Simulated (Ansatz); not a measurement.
**How AlN absorbs and reflects light**

What colour and refractive index does AlN have at this level of theory? The cell comes from an older database entry, whose edges can differ from later determinations, mostly by under a per cent.

Program: Ansatz 0.2.0. Level of theory: DFT, PBE, plane-wave PAW, default files, scalar-relativistic, independent-particle optical response without local fields. Results are calculated unless marked as measured.

The database entry behind the starting cell differs from later determinations by our own check (inner coordinate u about 0.002 short), so it need not match the best structure at ambient conditions.

## 1. The starting structure

Symmetry: P6_3mc, No. 186, hexagonal system. Conventional cell: a = 3.113 Å, b = 3.113 Å, c = 4.981 Å, α = 90.00°, β = 90.00°, γ = 120.00°. Al has 4 N at 1.89 Å nearest. Nearest to N lie 4 Al at 1.89 Å. Farther neighbours and most contacts between anions are not listed.

## 2. Ground state and bands

First the ground state: is it a metal or has it a gap?

This step: DFT, PBE, plane-wave PAW, default files, scalar-relativistic, ground state (Ansatz 0.2.0).

The input, input.yaml:

```yaml
crystal:
  lattice:
    - [3.113, 0.0, 0.0]
    - [-1.5565, 2.695937082, 0.0]
    - [0.0, 0.0, 4.981]
  atoms:
    - { symbol: Al, position: [0.6666666667, 0.3333333333, 0.5] }
    - { symbol: Al, position: [0.3333333333, 0.6666666667, 0.0] }
    - { symbol: "N", position: [0.6666666667, 0.3333333333, 0.88] }
    - { symbol: "N", position: [0.3333333333, 0.6666666667, 0.38] }
kpoints:
  mp_grid: { grid: [9, 9, 5] }
  band_path:
    path:
      - [[0.0, 0.0, 0.0], [0.5, 0.0, 0.0], [0.33333333, 0.33333333, 0.0], [0.0, 0.0, 0.0], [0.0, 0.0, 0.5], [0.5, 0.0, 0.5], [0.33333333, 0.33333333, 0.5], [0.0, 0.0, 0.5]]
      - [[0.5, 0.0, 0.5], [0.5, 0.0, 0.0]]
      - [[0.33333333, 0.33333333, 0.0], [0.33333333, 0.33333333, 0.5]]
    npoints: 5
scf:
  occupations: { method: fermi_dirac, width: 0.05 }
  n_extra_bands: 8
hamiltonian:
  xc: pbe
  pseudopotentials: { kind: paw }
output:
  forces: true
  stress: true
  populations: true
  write_bands: true
```

On the command line:

```bash
$ ansatz run input.yaml --threads 4 --pin off --max-ram 8192MiB --backend cpu --events-out ev --progress --plain --runs-dir out
```

Numbers of over 12 decimals in the logs are rounded to 6 here.

The log of the run:

```text
scf.n_extra_bands = 8 over 8 filled bands (N_el = 16.0): the run solves 16 bands
Engine: ansatz 0.2.0, x86_64-unknown-linux-gnu
Pseudopotentials: kind: paw
Pseudopotential: Al, paw, valence charge 3, recommended cutoff 420 eV (normal), Al.paw.azcp
Pseudopotential: N, paw, valence charge 5, recommended cutoff 420 eV (normal), N.paw.azcp
Functional definition: PBE
  parameter kappa = 0.804
  parameter beta = 0.066725
  exchange = pbe_x(kappa = kappa, mu = beta*pi^2/3)
  correlation = pbe_c(beta = beta)
Crystal: 4 atoms, lattice volume = 41.803 Å³
Basis set: ecut = 420 eV, 809 PW (Γ), exchange–correlation on 48×48×72 points (8 copies of the dense FFT grid, shifted against one another)
Bands: 16, of which v1, the nominal top of the filled ones, is band 8 counted from 1 (7 counted from 0)
Symmetry: 12 space group operations
Space group: P63mc (ITA 186), of the structure as read, at distance tolerance 3.5e-5 Å
k-points: 36 of 405 (time reversal used)
Non-local potential: Al, projectors of the file, l = 0: 2, l = 1: 2, l = 2: 1
Non-local potential: N, projectors of the file, l = 0: 2, l = 1: 2, l = 2: 1
PAW form: soft (Blöchl's): semilocal exchange-correlation on the pseudo side does not see the compensation charge
PAW one-centre angular grid: Al, 110 points (default); XC on 64 Gauss nodes
PAW one-centre angular grid: N, 110 points (default); XC on 64 Gauss nodes
Initial density: superposition of atomic densities (neutral atoms: chi_scale 0, normalization atom), corrected by the library's trained network
Initial wavefunctions: pseudopotential atomic-orbital guess
Functional: x = pbe(κ = 0.804, μ = 0.219515), c = pbe(β = 0.066725)
SCF iter   1: F=—  HF=-1848.497702 eV  |F-HF|=—  |Δ(HF+E_count)|=         —  Δρ=8.34e-4  dr2=1.47e-4  ethr=1.77e-3  ⟨swp⟩=5.5  Hψ=3340  notcnv=0  defer=10
preconditioner: auto → none  [insulator: Δε(μ)=4.209 eV  Ē_g=15.377 eV  σ=0.050 eV  W_gap=1.00  n_scr=2 (ndim 8)  ℏωp=23.0 eV  f_vac=0.000  D(μ)=0.00/eV (n_scr^D=0)  ε∞_Penn≈3.2]
SCF iter   2: F=—  HF=-1848.497987 eV  |F-HF|=—  |Δ(HF+E_count)|=   2.85e-4  Δρ=4.08e-4  dr2=2.59e-5  ethr=9.19e-7  ⟨swp⟩=2.3  Hψ=1077  notcnv=0  defer=31
SCF iter   3: F=—  HF=-1848.497843 eV  |F-HF|=—  |Δ(HF+E_count)|=   1.44e-4  Δρ=4.89e-5  dr2=3.63e-7  ethr=1.62e-7  ⟨swp⟩=2.0  Hψ=739  notcnv=0  defer=31
iter 4 did not close the SCF: its close was put off for the readings that it lacked (scf_convergence_deferred on its scf_iter line)
SCF iter   4: F=-1848.497844 eV  HF=-1848.497844 eV  |F-HF|=1.02e-8  |Δ(HF+E_count)|=   8.69e-7  Δρ=8.71e-6  dr2=1.48e-8  ethr=2.27e-9  ⟨swp⟩=2.6  Hψ=789  notcnv=0  defer=31
iter 5 did not close the SCF: its close was put off for the readings that it lacked (scf_convergence_deferred on its scf_iter line)
SCF iter   5: F=-1848.497844 eV  HF=-1848.497844 eV  |F-HF|=2.18e-11  |Δ(HF+E_count)|=   1.19e-8  Δρ=1.68e-6  dr2=5.37e-10  ethr=9.25e-11  ⟨swp⟩=2.9  Hψ=819  notcnv=0  defer=31
SCF iter   6: F=-1848.497844 eV  HF=-1848.497844 eV  |F-HF|=5.23e-12  |Δ(HF+E_count)|=  4.23e-11  Δρ=3.00e-7  dr2=1.39e-11  ethr=3.36e-12  ⟨swp⟩=4.5  Hψ=2633  notcnv=0
SCF 1 converged in 6 iterations: F = -1848.497844 eV  dr2 = 1.39e-11
  greatest PAW one-centre occupation: 0.788 electrons in one spin orbital (limit 2), on the N atom at site 3 (counted from 0), in its partial waves of l = 0
NSCF: frozen V_eff on 48 k-points
SCF converged after 6 iterations
Free energy (F): -1848.497844 eV
Harris-Foulkes:  -1848.497844 eV  (|F-HF|=5.23e-12)
Internal energy: -1848.497844 eV  (E = F + TS)
E sigma→0 (E₀):  -1848.497844 eV
Fermi energy:    9.251667 eV
--- Per-component energies (eV) ---
  E_band       = 30.375236
  E_kinetic    = 318.952908
  E_local      = -448.270151  (includes V_loc(G=0)·N_el)
  E_nonlocal   = 110.844904
  E_hartree    = 155.685483
  E_xc         = -203.725790
  E_vxc        = -215.995077  (∫ρ·V_xc dr)
  E_paw        = -1190.322121  (= ΣΔE_a)
  E_vpaw       = -46.528524  (= ΣTr[D̂ρ^β])
  E_aug_tail   = 0.000194  (compensation charges beyond the density's cutoff)
  E_ewald      = -591.663270
  E_smearing   = -0.000000  (= −TS)
  E_closure    = -0.000000  (closes the sum)
  Σ components = -1848.497844   (vs F -1848.497844, Δ=0.00e0)
--- Forces (eV/Å), atoms counted from 1 ---
  atom   1  Al     0.00000000     0.00000000    -0.12922101
  atom   2  Al     0.00000000    -0.00000000    -0.12922101
  atom   3  N     -0.00000000    -0.00000000     0.12919927
  atom   4  N     -0.00000000     0.00000000     0.12919927
  max |Σ_I F_I| component: 4.35e-5 eV/Å
--- Stress (GPa, compression-positive) ---
        3.195958       0.000000      -0.000000
       -0.000000       3.195958       0.000000
       -0.000000       0.000000       4.778918
  P = ⅓ Tr σ = 3.7236 GPa (37.236 kbar)
--- Band table (eV; the first three rows and the last of 36) ---
  k-point 0: bands = [... 4 lower, 6.2906, 6.9399, 6.9399, 7.1196, 11.3323, 13.7884, 17.7301, 18.2932, ... 4 higher]
  k-point 1: bands = [... 4 lower, 6.3493, 6.3493, 6.8744, 6.8744, 12.0017, 13.8769, 17.4953, 18.2559, ... 4 higher]
  k-point 2: bands = [... 4 lower, 6.5062, 6.5062, 6.7067, 6.7067, 13.1399, 13.8473, 17.2791, 17.9078, ... 4 higher]
  k-point 35: bands = [... 4 lower, 2.9748, 3.6657, 6.2170, 6.2170, 13.9736, 14.9858, 15.1389, 15.1389, ... 4 higher]
--- Löwdin populations: 4 sites ---
  site symbol       q [e]
     0     Al      1.9021
     1     Al      1.9021
     2      N      6.0339
     3      N      6.0339
  spilling = 0.007989 (of n_electrons = 16.000000)
```

Run time: 4.3 s. Hardware: 4 threads of AMD EPYC (Zen 3), shared host; peak memory 0.35 GiB.

Numbers from this step:

| Quantity | Value |
| --- | --- |
| free energy | -1848.4978 eV |
| Fermi energy | 9.252 eV |
| gap by band count | 4.213 eV |
| electrons | 16 |
| symmetry operations | 12 |
| pressure | 3.724 GPa |
| gap on the k-mesh | 4.213 eV |
| volume | 41.80 Å³ |
| gap on the path | 4.213 eV |
| least direct gap on the path | 4.213 eV |

There is a gap, 4.21 eV on the path, so no carriers' term is needed. The cell is left with a pressure of 3.7 GPa and forces up to 0.13 eV/Å, as it stands unrelaxed at this level.

The electronic bands at the labelled points (eV, zero at the Fermi level; v1 is the highest filled band, c1 the lowest empty one):

```
          point     v4     v3     v2     v1    c1    c2    c3    c4
              Γ  -2.96  -2.31  -2.31  -2.13  2.08  4.54  8.48  9.04
0.60 of the way  -5.10  -3.84  -2.80  -2.60  4.19  4.95  5.79  8.18
              M  -5.45  -4.19  -3.89  -2.79  3.69  3.70  6.07  8.16
0.60 of the way  -5.37  -5.09  -4.05  -3.88  3.27  5.42  6.97  7.87
              K  -5.88  -4.54  -4.50  -4.50  2.94  6.23  7.56  7.56
0.60 of the way  -4.78  -3.43  -2.72  -2.48  4.12  6.09  6.56  6.75
              Γ  -2.96  -2.31  -2.31  -2.13  2.08  4.54  8.48  9.04
0.60 of the way  -2.83  -2.83  -2.45  -2.45  3.33  4.67  8.07  9.03
              A  -2.65  -2.65  -2.65  -2.65  4.33  4.33  8.22  8.22
0.60 of the way  -3.71  -3.71  -3.28  -3.28  4.04  4.04  7.48  7.48
              L  -3.56  -3.56  -3.48  -3.48  3.20  3.20  7.17  7.17
0.60 of the way  -5.16  -5.16  -3.00  -3.00  4.33  4.33  6.84  6.84
              H  -5.95  -5.95  -2.91  -2.91  5.30  5.30  5.74  5.74
0.60 of the way  -3.68  -3.68  -3.19  -3.19  4.79  4.79  7.19  7.19
              A  -2.65  -2.65  -2.65  -2.65  4.33  4.33  8.22  8.22
      jump to L  -3.56  -3.56  -3.48  -3.48  3.20  3.20  7.17  7.17
0.60 of the way  -4.92  -4.08  -3.45  -2.95  3.10  3.78  7.01  7.47
              M  -5.45  -4.19  -3.89  -2.79  3.69  3.70  6.07  8.16
      jump to K  -5.88  -4.54  -4.50  -4.50  2.94  6.23  7.56  7.56
0.40 of the way  -6.38  -4.88  -3.83  -3.83  3.50  6.15  6.83  6.83
              H  -5.95  -5.95  -2.91  -2.91  5.30  5.30  5.74  5.74
```

[end of part 1 of 2]

[Logs are printed without paths, hosts, clocks, repeated set-up lines and the standing remarks that a program may print on its own settings, such as how far it seeks lower states.]

[Hosts, paths, dates, database ids (printed as entryN), source tags and the programs' standing remarks are cut or masked in the printed files.]
